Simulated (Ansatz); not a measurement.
# Te on Al(110): change of the work function, part 3 of 3

Wanted: Δφ(θ) for Te/Al(110), starting from the hollow site.

Ansatz 0.2.0; plane-wave DFT, PBE, Ansatz PAW.

So far, work function, upper face (eV): step 2 (the clean slab) 3.99; step 3 (46 atoms, coverage 0.111 ML, cell 3x3) 4.21; step 4 (21 atoms, coverage 0.25 ML, cell 2x2) 4.34; step 5 (22 atoms, coverage 0.5 ML, cell 2x2) 4.53; step 6 (6 atoms, coverage 1 ML, cell 1x1) 4.40.

### 8. The slab at 0.25 ML, atoms frozen

This step: plane-wave DFT, PBE, Ansatz PAW (Ansatz 0.2.0).

System of this step: Te/Al(110). The cell holds 21 atoms: 20 Al and 1 Te. Cell: a = 8.100 Å, b = 5.728 Å, c = 24.750 Å, α = 90.0°, β = 90.0°, γ = 90.0°. Vacuum lies along c.

To see where the charge goes, the covered slab, the bare substrate and the adsorbate layer are each run at the same frozen positions and on the same grid.

input.yaml

```yaml
crystal:
  lattice:
    - [8.1, 0.0, 0.0]
    - [0.0, 5.7275649276, 0.0]
    - [0.0, 0.0, 24.7502621437]
  atoms:
    - { symbol: Al, position: [0.0, 0.0, 0.3636325122] }
    - { symbol: Al, position: [0.25, 0.25, 0.4214860905] }
    - { symbol: Al, position: [-0.0078605725, 0.0009612648, 0.4800251995] }
    - { symbol: Al, position: [0.25, 0.25, 0.532184127] }
    - { symbol: Al, position: [0.0206428977, -0.0023125287, 0.596707008] }
    - { symbol: Al, position: [0.0, 0.5, 0.3636325122] }
    - { symbol: Al, position: [0.25, 0.75, 0.4214860905] }
    - { symbol: Al, position: [-0.0078605725, 0.4990387352, 0.4800251995] }
    - { symbol: Al, position: [0.25, 0.75, 0.5344490658] }
    - { symbol: Al, position: [0.0206428977, 0.5023125287, 0.596707008] }
    - { symbol: Al, position: [0.5, 0.0, 0.3636325122] }
    - { symbol: Al, position: [0.75, 0.25, 0.4214860905] }
    - { symbol: Al, position: [0.5078605725, 0.0009612648, 0.4800251995] }
    - { symbol: Al, position: [0.75, 0.25, 0.551635329] }
    - { symbol: Al, position: [0.4793571023, -0.0023125287, 0.596707008] }
    - { symbol: Al, position: [0.5, 0.5, 0.3636325122] }
    - { symbol: Al, position: [0.75, 0.75, 0.4214860905] }
    - { symbol: Al, position: [0.5078605725, 0.4990387352, 0.4800251995] }
    - { symbol: Al, position: [0.75, 0.75, 0.5421139239] }
    - { symbol: Al, position: [0.4793571023, 0.5023125287, 0.596707008] }
    - { symbol: Te, position: [0.25, 0.25, 0.6684140645] }
kpoints:
  mp_grid: { grid: [4, 5, 1] }
hamiltonian:
  xc: pbe
scf:
  occupations: { method: fermi_dirac, width: 0.1 }
  convergence: { dr2_threshold: 1.0e-08 }
efield:
  axis: 3
  dipole_correction: true
  ramp_position: 0.97
  ramp_width: 0.06
output:
  write_potential: true
  write_density: true
  volumetric_format: npy
```

Command:

```console
ansatz run input.yaml --threads 4 --pin off --max-ram 6144MiB --backend cpu --events-out ev --progress --plain --runs-dir out
```

Elapsed: 15 s, on 4 threads of Intel Xeon 6975P-C (Granite Rapids), shared host; peak memory 2 GiB.

This step gave:

| Quantity | Value |
| --- | --- |
| energy at zero smearing | -17725.3124 eV |
| work function, upper face | 4.339 eV |
| work function, lower face | 4.108 eV |
| dipole along the normal | -0.05908 e·Å |
| step between the vacuum levels | 0.2304 eV |

The work function of the upper face is 4.34 eV.

### 9. The substrate of the 0.25 ML cell alone

System of this step: Te/Al(110), substrate alone, atoms held. The cell holds 20 atoms: 20 Al. Its edges and angles: a = 8.100 Å, b = 5.728 Å, c = 24.750 Å, α = 90.0°, β = 90.0°, γ = 90.0°. Vacuum lies along c.

The second part, atoms unmoved.

Changes to input.yaml since step 8:

```diff
@@ -26,3 +26,2 @@
     - { symbol: Al, position: [0.4793571023, 0.5023125287, 0.596707008] }
-    - { symbol: Te, position: [0.25, 0.25, 0.6684140645] }
 kpoints:
```

Run time: 11 s. Hardware: 4 threads; peak memory 1.7 GiB.

Numbers from this step:

| Quantity | Value |
| --- | --- |
| energy at zero smearing | -10744.2142 eV |
| work function, upper face | 4.011 eV |
| dipole along the normal | -0.003666 e·Å |

The work function of the upper face is 4.01 eV.

### 10. The adsorbate layer of the 0.25 ML cell alone

System of this step: Te/Al(110), adsorbate layer alone, atoms held. The cell holds 1 atom: 1 Te. Cell: a = 8.100 Å, b = 5.728 Å, c = 24.750 Å, α = 90.0°, β = 90.0°, γ = 90.0°. Vacuum lies along c.

The third part; a free layer of atoms may carry a moment, so spin is on.

input.yaml, the sections that differ from step 9:

```yaml
crystal:
  lattice:
    - [8.1, 0.0, 0.0]
    - [0.0, 5.7275649276, 0.0]
    - [0.0, 0.0, 24.7502621437]
  atoms:
    - { symbol: Te, position: [0.25, 0.25, 0.6684140645], spin: 1.0 }
magnetization:
  spin_polarized: true
# kpoints, hamiltonian, scf, efield, output: as in step 9
```

It took 17 s on 4 threads; peak memory 1.3 GiB.

Numbers from this step:

| Quantity | Value |
| --- | --- |
| energy at zero smearing | -6977.5789 eV |
| total moment | 2.000 μB |
| site moments | 1.946 μB |
| work function, upper face | 5.274 eV |
| dipole along the normal | -2.32e-7 e·Å |

Site moment by atom:

```
atom  site moment (μB)
 Te1              1.95
```

The free layer carries a moment of 2.0 μB a cell.

### 11. Density difference at 0.25 ML

This step: plane-wave DFT, PBE, Ansatz PAW; density difference on adsorption (Ansatz 0.2.0).

The densities of the parts are taken from that of the whole and averaged over planes; the first moment of what is left gives the step in the potential.

Numbers from this step:

* largest charge moved: -0.001494 e/Å²
* potential step from the moved charge: 0.2162 eV

The electron density difference oscillates, so the rows of the table below give means over windows of 1 Å about each position, cut where the curve ends. Its maxima inside the range that stand out by 2 % of the span (Å: e/Å³): 8.1: 3.7e-4, 10.5: 1.5e-4, 12.1: 6.5e-4, 13.9: 0.00115, 16.0: 0.00187, 17.3: 6.0e-4. Its minima: 9.4: -4.0e-4, 11.3: -3.6e-4, 12.9: -7.5e-4, 14.9: -0.00270, 16.8: -8.3e-4.

Planar mean, whole system less its parts. The electron density difference by z; means over each step:

z (Å), electron density difference (e/Å³) and a bar from the least value:
```
        3    0.00000 ################
        4    0.00000 ################
        5    0.00000 ################
        6   -0.00001 ################
        7    0.00005 #################
        8    0.00028 ###################
        9   -0.00023 ##############
       10   -0.00004 ################
       11   -0.00016 ###############
       12    0.00033 ####################
       13   -0.00041 ############
       14    0.00039 ####################
       15   -0.00164 
       16    0.00137 ##############################
       17   -0.00010 ###############
       18    0.00015 ##################
       19    0.00001 ################
       20    0.00000 ################
       21    0.00000 ################
       22    0.00000 ################
```

Planar mean, whole system less its parts. The electrons moved below z by z:

```
z (Å)  electrons moved below z (e/Å²)
  3.5                         -1.2e-7
  4.0                         -3.3e-7
  4.5                         -8.6e-7
  5.0                         -2.1e-6
  5.5                         -4.7e-6
  6.0                         -9.1e-6
  6.5                         -1.3e-5
  7.0                         -6.2e-6
  7.5                          4.8e-5
  8.0                          1.9e-4
  8.5                          3.3e-4
  9.0                          2.5e-4
  9.5                          5.8e-5
 10.0                         -6.4e-6
 10.5                          5.5e-5
 11.0                          1.7e-5
 11.5                         -1.2e-4
 12.0                          7.2e-5
 12.5                          2.1e-4
 13.0                         -1.1e-4
 13.5                         -1.6e-4
 14.0                          3.3e-4
 14.5                          1.0e-4
 15.0                        -0.00113
 15.5                        -0.00138
 16.0                         -5.2e-4
 16.5                         -6.1e-5
 17.0                         -3.5e-4
 17.5                         -1.2e-4
 18.0                         -1.8e-5
 18.5                         -9.1e-6
 19.0                         -6.4e-6
 19.5                         -3.5e-6
 20.0                         -1.6e-6
 20.5                         -6.4e-7
 21.0                         -2.4e-7
 21.5                         -9.2e-8
```

### 12. Varying the input

This step: plane-wave DFT, PBE, Ansatz PAW (Ansatz 0.2.0).

System of this step: Te/Al(110). The cell holds 6 atoms: 5 Al and 1 Te. Cell: a = 4.050 Å, b = 2.864 Å, c = 24.750 Å, α = 90.0°, β = 90.0°, γ = 90.0°. Vacuum lies along c.

A run with a changed input: it repeats the earlier run at 1 ML with kpoints.mp_grid.grid from [8, 10, 1] to [4, 5, 1].

input.yaml, the sections that differ from step 10:

```yaml
crystal:
  lattice:
    - [4.05, 0.0, 0.0]
    - [0.0, 2.8637824638, 0.0]
    - [0.0, 0.0, 24.7502621437]
  atoms:
    - { symbol: Al, position: [0.0, 0.0, 0.3636325122] }
    - { symbol: Al, position: [0.5, 0.5, 0.4214860905] }
    - { symbol: Al, position: [0.0, 0.0, 0.4781571122] }
    - { symbol: Al, position: [0.5, 0.5, 0.5377938848] }
    - { symbol: Al, position: [0.0, 0.0, 0.5912899694] }
    - { symbol: Te, position: [0.5, 0.5, 0.6363674878] }
relax:
  f_tol: 0.02
  max_steps: 60
  constraints: [{ sites: [0, 1] }]
output:
  bader: true
  write_potential: true
  write_density: true
  volumetric_format: npy
# kpoints, hamiltonian, scf, efield: as in step 10
# magnetization: removed
```

Wall time 17 s (4 threads); peak memory 0.59 GiB.

```
                      quantity  this run  earlier run  difference
work function, upper face (eV)     4.548        4.399        0.15
work function, lower face (eV)     4.281        4.090        0.19
 dipole along the normal (e·Å)  -0.01710     -0.01978      0.0027
```

What moves beyond 0.01 in its unit (for the dipole 0.5 % and 5e-5 e·Å): dipole along the normal (+0.00268 e·Å), work function, lower face (+0.191 eV) and work function, upper face (+0.149 eV).

The change shows in the results, which are not taken further.

### 13. A changed input

System of this step: Al(110). The cell holds 5 atoms: 5 Al. Its edges and angles: a = 4.050 Å, b = 2.864 Å, c = 23.728 Å, α = 90.0°, β = 90.0°, γ = 90.0°. Vacuum lies along c.

Another changed input: it repeats the earlier run at 0 ML with efield.dipole_correction from true to false and efield.amplitude to 0.1.

input.yaml, the sections that differ from step 12:

```yaml
crystal:
  lattice:
    - [4.05, 0.0, 0.0]
    - [0.0, 2.8637824638, 0.0]
    - [0.0, 0.0, 23.7275649276]
  atoms:
    - { symbol: Al, position: [0.0, 0.0, 0.3793056737] }
    - { symbol: Al, position: [0.5, 0.5, 0.4396528368] }
    - { symbol: Al, position: [0.0, 0.0, 0.5] }
    - { symbol: Al, position: [0.5, 0.5, 0.5603471632] }
    - { symbol: Al, position: [0.0, 0.0, 0.6206943263] }
kpoints:
  mp_grid: { grid: [8, 10, 1] }
efield:
  axis: 3
  dipole_correction: false
  ramp_position: 0.97
  ramp_width: 0.06
  amplitude: 0.1
output:
  write_potential: true
  write_density: true
  volumetric_format: npy
# hamiltonian, scf, relax: as in step 12
```

Run time: 5.2 s. Hardware: 4 threads; peak memory 0.57 GiB; 19 s of CPU time.

```
                     quantity  this run  earlier run  difference
dipole along the normal (e·Å)   0.09016     -1.76e-4       0.090
```

The applied field differs between the two, so the dipoles differ in any case.

With the dipole correction off, the periodic images add a field of their own to the typed one.

These numbers are not those of the isolated slab.

### 14. Outcome

```
work function of the clean face                                                           : 3.99 eV
work function at 0.11 ML                                                                  : 4.21 eV
work function at 0.25 ML                                                                  : 4.34 eV
work function at 0.5 ML                                                                   : 4.53 eV
work function at 1 ML                                                                     : 4.40 eV
dipole per adsorbate at 0.11 ML, positive end outwards                                    : -0.40 D
step of the potential from the moved charge at 0.25 ML, upper less lower side, atoms held : 0.216 eV
```

What this shows: Te raises the work function of Al(110) at the lowest coverage, by 0.21 eV: the adsorbate layer has its negative end outwards. The dipole per adsorbate falls from 0.40 to 0.09 D as the layer fills. Neighbouring dipoles depolarise each other, and heights and bonding change with coverage too. At the highest coverage the adsorbates are pressed to about 2.9 Å, closer than unbonded atoms of this kind usually come, so a real layer may not reach it. The slab has 5 layers, at the tabulated experimental lattice constant, one starting site was run, and quantum-size effects of a slab this thin can reach one or two tenths of an eV.

[Logs are printed without paths, hosts, clocks, repeated set-up lines and the standing remarks that a program may print on its own settings, such as how far it seeks lower states.]

[Hosts, paths, dates, database ids (printed as entryN), source tags and the programs' standing remarks are cut or masked in the printed files.]

[Maps of the electrostatic potential energy from Ansatz leave out the sawtooth potential of an applied field or a dipole correction, so their vacuum need not be flat; planar profiles and work functions include it.]
